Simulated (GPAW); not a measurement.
## KTaO3 (Pm-3m): refractive index against wavelength

The refractive index of KTaO3 (Pm-3m) below the direct gap (2.68 eV on the mesh) is read from one computed spectrum, n = √(Re ε).

It takes space group Pm-3m (No. 221, cubic). The conventional cell has a = 3.988 Å, b = 3.988 Å, c = 3.988 Å, α = 90.00°, β = 90.00°, γ = 90.00°. Ta on site a is surrounded by 6 O at 1.99 Å. Around K on site b lie 12 O at 2.82 Å. O on site d is surrounded by 2 Ta at 1.99 Å.

Method: GPAW 26.7.0, LDA, RPA, k-mesh 8×8×8, local fields up to 50 eV, Lorentzian half width 0.15 eV.

Launch of the response step: `OMP_NUM_THREADS=1 python df.py`. The run took 67 s, its band step included, on 1 thread of Arm Neoverse V2, with other jobs on the host.

```tsv
wavelength (nm)	photon energy E (eV)	n
3000	0.413	2.2328
2000	0.620	2.2392
1550	0.800	2.2471
1310	0.946	2.2553
1064	1.165	2.2707
850	1.459	2.2985
700	1.771	?
```

In the single-oscillator model n² − 1 = E₀E_d/(E₀² − E²), so 1/(n² − 1) = E₀/E_d − E²/(E₀E_d) is linear in E².

Working, on the rows shown:

| x = E² (eV²) | y = 1/(n² − 1) |
| --- | --- |
| 0.170801 | 0.250916 |
| 0.384302 | 0.249127 |
| 0.639837 | 0.246947 |
| 0.895757 | 0.244715 |
| 1.35784 | 0.240611 |
| 2.12762 | 0.233476 |

Means: x̄ = 0.92936, ȳ = 0.2443. Σ(x − x̄)(y − ȳ) = -0.02298, Σ(x − x̄)² = 2.577. Slope = -0.02298 / 2.577 = -0.008918; intercept = ȳ − slope · x̄ = 0.25259. Turned back into n, the line misses the rows shown by at most 0.00055.

Q: Fill in the last column of the withheld row.

A: At x = 3.1372 the line gives y = 0.22461, that is 2.3350. The run gave 2.3401, so the extrapolation is off by 0.0051, 5 % of the range in the table.

Refitted with all rows, the slope is -0.009254 and the intercept 0.25283. These give E₀ = √(intercept/−slope) = 5.23 eV and E_d = E₀/intercept = 20.7 eV; E₀ is 2.0 times the direct gap. The electronic limit at long wavelengths, without lattice vibrations, is n = √(1 + 1/intercept) = 2.226. Excitons are left out; LDA gaps are as a rule too small. The values come from a sum over the points of one k-mesh and carry its error, which grows as the direct gap shrinks. This version of GPAW has incomplete matrix elements in the optical limit, which can lower ε − 1 by up to a tenth where first-row anions or d states rule. Spin-orbit coupling is left out.

[Logs are printed without paths, hosts, clocks, repeated set-up lines and the standing remarks that a program may print on its own settings, such as how far it seeks lower states.]
